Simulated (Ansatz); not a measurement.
# CsLaTeS (built on the sites of a database entry of CsLaS2): from the cell to its phonons

Wanted: phonon frequencies of CsLaTeS (built on the sites of a database entry of CsLaS2) and what follows from them.

Program: Ansatz 0.2.0. Level of theory: DFT PBEsol, scalar-relativistic, plane waves, PseudoDojo norm-conserving pseudopotentials. Results are calculated unless marked as measured.

The structure was built from a prototype and need not be the compound's stable phase.

### 1. The structure

The structure is trigonal, space group R3m (No. 160). The conventional cell has a = 4.397 Å, b = 4.397 Å, c = 24.665 Å, α = 90.00°, β = 90.00°, γ = 120.00°. Nearest to Cs lie 3 S at 3.61 Å and 3 Te at 3.61 Å. Nearest to La lie 3 Te at 2.97 Å and 3 S at 2.97 Å. Nearest to Te lie 3 La at 2.97 Å and 3 Cs at 3.61 Å. Nearest to S lie 3 La at 2.97 Å and 3 Cs at 3.61 Å. Farther neighbours and most contacts between anions are not listed.

As a file:

```cif
data_structure
_symmetry_space_group_name_H-M 'R3m:H'
_symmetry_Int_Tables_number 160
_cell_length_a 4.3967
_cell_length_b 4.3967
_cell_length_c 24.6650
_cell_angle_alpha 90.000
_cell_angle_beta 90.000
_cell_angle_gamma 120.000
_cell_volume 412.92
loop_
_atom_site_label
_atom_site_type_symbol
_atom_site_symmetry_multiplicity
_atom_site_Wyckoff_symbol
_atom_site_fract_x
_atom_site_fract_y
_atom_site_fract_z
_atom_site_occupancy
Cs1 Cs 3 a 0.00000 0.00000 0.00000 1
La1 La 3 a 0.33333 0.66667 0.16667 1
Te1 Te 3 a 0.66667 0.33333 0.10425 1
S1 S 3 a 0.00000 0.00000 0.22909 1
```

### 2. Coarse relaxation

The start is far from rest, so a relaxation with loose tolerances brings it close first.

input.yaml reads:

```yaml
crystal:
  lattice:
    - [2.19834, 1.26921, 8.22168]
    - [-2.19834, 1.26921, 8.22168]
    - [0.0, -2.53843, 8.22168]
  atoms:
    - { symbol: Cs, position: [0.0, 0.0, 0.0] }
    - { symbol: La, position: [0.5, 0.5, 0.5] }
    - { symbol: Te, position: [0.22908551, 0.22908551, 0.22908551] }
    - { symbol: S, position: [0.77091449, 0.77091449, 0.77091449] }
kpoints:
  mp_grid: { grid: [6, 6, 6] }
hamiltonian:
  xc: pbesol
  pseudopotentials: { kind: nc, accuracy: standard }
scf:
  occupations: { method: gaussian, width: 0.1 }
output:
  forces: true
  stress: true
  eigenvalues: true
relax:
  adjacent_minimum: "off"
  f_tol: 0.05
  max_steps: 80
  cell: { stress_tol: 0.5 }
```

Started as:

```bash
> ansatz run input.yaml --threads 8 --pin off --max-ram 14336MiB --backend cpu --events-out ev --progress --plain --runs-dir out
```

Numbers of over 12 decimals in the logs are rounded to 6 here.

What it wrote:

```text
The last accepted step is kept in <dir> (removed where the run ends without a failure and the disk answers)
[...]
cell:  # Å, volume = 143.5767 Å³
    - [2.225779, 1.285052, 8.366217]
    - [-2.225779, 1.285052, 8.366217]
    - [0, -2.570110, 8.366216]
  atoms:
    - { symbol: Cs, position: [0.00426394, 0.00426394, 0.00426394] }
    - { symbol: La, position: [0.491206, 0.491206, 0.491206] }
    - { symbol: Te, position: [0.233322, 0.233322, 0.233322] }
    - { symbol: S, position: [0.771209, 0.771209, 0.771209] }
[key lines of the parts left out:]
SCF converged after 4 iterations
Free energy (F): -4744.373700 eV
Fermi energy:    7.656844 eV
P = ⅓ Tr σ = 0.2249 GPa (2.249 kbar)
```

Wall time 62 s (8 threads of Arm Neoverse V1, shared host); peak memory 1.9 GiB; 7.9 min of CPU time.

Step by step:

```csv
step,energy less that of the first step (eV),largest force component (eV/Å),pressure (GPa),volume (Å³)
1,0.0000,2.7460,3.79,137.64
2,-0.4740,0.2085,0.74,141.82
3,-0.4847,0.0444,0.22,143.58
4*,-0.4849,0.0446,0.22,143.58
```

Relaxation steps marked * repeat the geometry before them on a plane-wave basis chosen anew for their cell, so energy and pressure can jump there.

The run keeps the 6 symmetry operations that it works with, so distortions that break them were not tested.

| conventional cell, symmetrised | before | after | change |
| --- | --- | --- | --- |
| a (Å) | 4.397 | 4.452 | +1.2 % |
| b (Å) | 4.397 | 4.452 | +1.2 % |
| c (Å) | 24.665 | 25.099 | +1.8 % |
| volume (Å³/atom) | 34.41 | 35.89 | +4.3 % |

The atoms that moved most (Å, as changes of fractional coordinates times the final cell):

```csv
atom,dx,dy,dz,length
La2,0.000,0.000,-0.221,0.221
Cs1,0.000,0.000,0.107,0.107
Te3,0.000,0.000,0.106,0.106
S4,0.000,0.000,0.007,0.007
```

Final coordinates:

```cif
data_structure
_symmetry_space_group_name_H-M 'P 1'
_symmetry_Int_Tables_number 1
_cell_length_a 8.7521
_cell_length_b 8.7521
_cell_length_c 8.7521
_cell_angle_alpha 29.466
_cell_angle_beta 29.466
_cell_angle_gamma 29.466
_cell_volume 143.58
loop_
_atom_site_label
_atom_site_type_symbol
_atom_site_fract_x
_atom_site_fract_y
_atom_site_fract_z
_atom_site_occupancy
Cs1 Cs 0.00426 0.00426 0.00426 1
La2 La 0.49121 0.49121 0.49121 1
Te3 Te 0.23332 0.23332 0.23332 1
S4 S 0.77121 0.77121 0.77121 1
```

This step gave:

- pressure: 0.2249 GPa
- gap on the k-mesh: 1.530 eV
- volume per atom: 35.89 Å³
- direct gap on mesh: 1.961 eV

In this step the volume went from 34.41 to 35.89 Å³/atom.

### 3. Bringing the structure to rest

Harmonic phonons are second derivatives at a point where the forces vanish, and they are wanted at zero stress, so atoms and cell are relaxed first.

input.yaml, the sections that differ from step 2:

```yaml
crystal:
  lattice:
    - [2.2257791285, 1.2850524831, 8.3662168488]
    - [-2.2257791285, 1.2850524831, 8.3662168488]
    - [0.0, -2.570110054, 8.3662160673]
  atoms:
    - { symbol: Cs, position: [0.0042639447, 0.0042639447, 0.0042639447] }
    - { symbol: La, position: [0.4912055971, 0.4912055971, 0.4912055971] }
    - { symbol: Te, position: [0.2333216112, 0.2333216112, 0.2333216112] }
    - { symbol: S, position: [0.7712088469, 0.7712088469, 0.7712088469] }
scf:
  occupations: { method: gaussian, width: 0.02 }
relax:
  adjacent_minimum: "off"
  f_tol: 0.005
  max_steps: 80
  cell: { stress_tol: 0.05 }
# kpoints, hamiltonian, output: as in step 2
```

What it wrote:

```text
[...]
Crystal: 4 atoms, lattice volume = 143.577 Å³
Basis set: ecut = 1496.626244 eV, 18845 PW (Γ), FFT grids on a1−a3, a2−a3, a3, exchange–correlation on 120×120×240 points (8 copies of the dense FFT grid, shifted against one another)
Bands: 26, of which v1, the nominal top of the filled ones, is band 21 counted from 1 (20 counted from 0)
Symmetry: 6 space group operations
[...]
--- Relaxed structure (4 steps of the walk, 4 accepted, 1 SCFs on fresh bases) ---
[...]
cell:  # Å, volume = 144.4238 Å³
    - [2.229897, 1.287430, 8.384524]
    - [-2.229897, 1.287430, 8.384524]
    - [0, -2.574865, 8.384523]
  atoms:
    - { symbol: Cs, position: [0.00478977, 0.00478977, 0.00478977] }
    - { symbol: La, position: [0.491205, 0.491205, 0.491205] }
    - { symbol: Te, position: [0.233003, 0.233003, 0.233003] }
    - { symbol: S, position: [0.771002, 0.771002, 0.771002] }
[key lines of the parts left out:]
SCF converged after 7 iterations
Free energy (F): -4744.374756 eV
Fermi energy:    7.594425 eV
P = ⅓ Tr σ = -0.0012 GPa (-0.012 kbar)
```

The job ended after 72 s (8 threads; peak memory 2 GiB; 9.2 min of CPU time).

Relaxation path:

```csv
step,energy less that of the first step (eV),largest force component (eV/Å),pressure (GPa),volume (Å³)
1,0.0000,0.0446,0.22,143.58
2,-0.0009,0.0343,-0.05,144.51
3,-0.0010,0.0092,-0.01,144.49
4,-0.0010,0.0014,0.00,144.42
5*,-0.0011,0.0014,0.00,144.42
```

Relaxation steps marked * repeat the geometry before them on a plane-wave basis chosen anew for their cell, so energy and pressure can jump there.

The run keeps the 6 symmetry operations that it works with, so distortions that break them were not tested.

```
conventional cell, symmetrised  before   after  change
                         a (Å)   4.452   4.460  +0.2 %
                         b (Å)   4.452   4.460  +0.2 %
                         c (Å)  25.099  25.154  +0.2 %
              volume (Å³/atom)   35.89   36.11  +0.6 %
```

The atoms that moved most (Å, as changes of fractional coordinates times the final cell):

```csv
atom,dx,dy,dz,length
Cs1,0.000,0.000,0.013,0.013
Te3,0.000,0.000,-0.008,0.008
S4,0.000,0.000,-0.005,0.005
```

Final coordinates:

```xyz
4
Lattice="2.2299 1.2874 8.3845 -2.2299 1.2874 8.3845 0.0000 -2.5749 8.3845" Properties=species:S:1:pos:R:3 pbc="T T T"
Cs    0.0000    0.0000    0.1205
La    0.0000    0.0000   12.3556
Te    0.0000    0.0000    5.8609
S     0.0000    0.0000   19.3935
```

This step gave:

| Quantity | Value |
| --- | --- |
| pressure | -0.001230 GPa |
| gap on the k-mesh | 1.535 eV |
| volume per atom | 36.11 Å³ |
| direct gap on mesh | 1.963 eV |

In this step the volume went from 35.89 to 36.11 Å³/atom.

### 4. Relaxing to small forces for the phonons

Phonons need a cell at rest on their own settings, so the relaxation is repeated with tight tolerances on forces and stress, using the mesh and the filling of the phonon run that follows.

input.yaml, the sections that differ from step 3:

```yaml
crystal:
  lattice:
    - [2.2298972398, 1.287430072, 8.3845242153]
    - [-2.2298972398, 1.287430072, 8.3845242153]
    - [0.0, -2.574865243, 8.3845234323]
  atoms:
    - { symbol: Cs, position: [0.0047897716, 0.0047897716, 0.0047897716] }
    - { symbol: La, position: [0.4912051926, 0.4912051926, 0.4912051926] }
    - { symbol: Te, position: [0.2330027178, 0.2330027178, 0.2330027178] }
    - { symbol: S, position: [0.771002318, 0.771002318, 0.771002318] }
scf:
  occupations: { method: fixed }
relax:
  adjacent_minimum: "off"
  f_tol: 0.001
  max_steps: 60
  cell: { stress_tol: 0.01 }
# kpoints, hamiltonian, output: as in step 3
```

What it wrote:

```text
[...]
Crystal: 4 atoms, lattice volume = 144.424 Å³
Basis set: ecut = 1496.626244 eV, 18953 PW (Γ), FFT grids on a1−a3, a2−a3, a3, exchange–correlation on 120×120×240 points (8 copies of the dense FFT grid, shifted against one another)
Bands: 26, of which v1, the nominal top of the filled ones, is band 21 counted from 1 (20 counted from 0)
Symmetry: 6 space group operations
[...]
--- Relaxed structure (3 steps of the walk, 3 accepted, 1 SCFs on fresh bases) ---
[...]
cell:  # Å, volume = 144.4142 Å³
    - [2.229852, 1.287404, 8.384308]
    - [-2.229852, 1.287404, 8.384308]
    - [0, -2.574813, 8.384308]
  atoms:
    - { symbol: Cs, position: [0.0048036, 0.0048036, 0.0048036] }
    - { symbol: La, position: [0.491198, 0.491198, 0.491198] }
    - { symbol: Te, position: [0.233007, 0.233007, 0.233007] }
    - { symbol: S, position: [0.770991, 0.770991, 0.770991] }
[key lines of the parts left out:]
SCF converged after 13 iterations
Free energy (F): -4744.374757 eV
Fermi energy:    6.827826 eV
P = ⅓ Tr σ = -0.0007 GPa (-0.007 kbar)
```

Elapsed: 73 s, on 8 threads; peak memory 2 GiB; 9.2 min of CPU time.

Little changed from the start: no atom moved by 0.005 Å and no cell edge by 0.1 %.

Numbers from this step:

* pressure: -7.37e-4 GPa
* volume per atom: 36.10 Å³
* direct gap on mesh: 1.962 eV

The largest force component left is 0.46 meV/Å and the pressure is -0.001 GPa, within the tolerances set. The cell now holds 36.10 Å³/atom.

(Part 1 of 2 ends here.)

[Logs are printed without paths, hosts, clocks, repeated set-up lines and the standing remarks that a program may print on its own settings, such as how far it seeks lower states.]

[Hosts, paths, dates, database ids (printed as entryN), source tags and the programs' standing remarks are cut or masked in the printed files.]
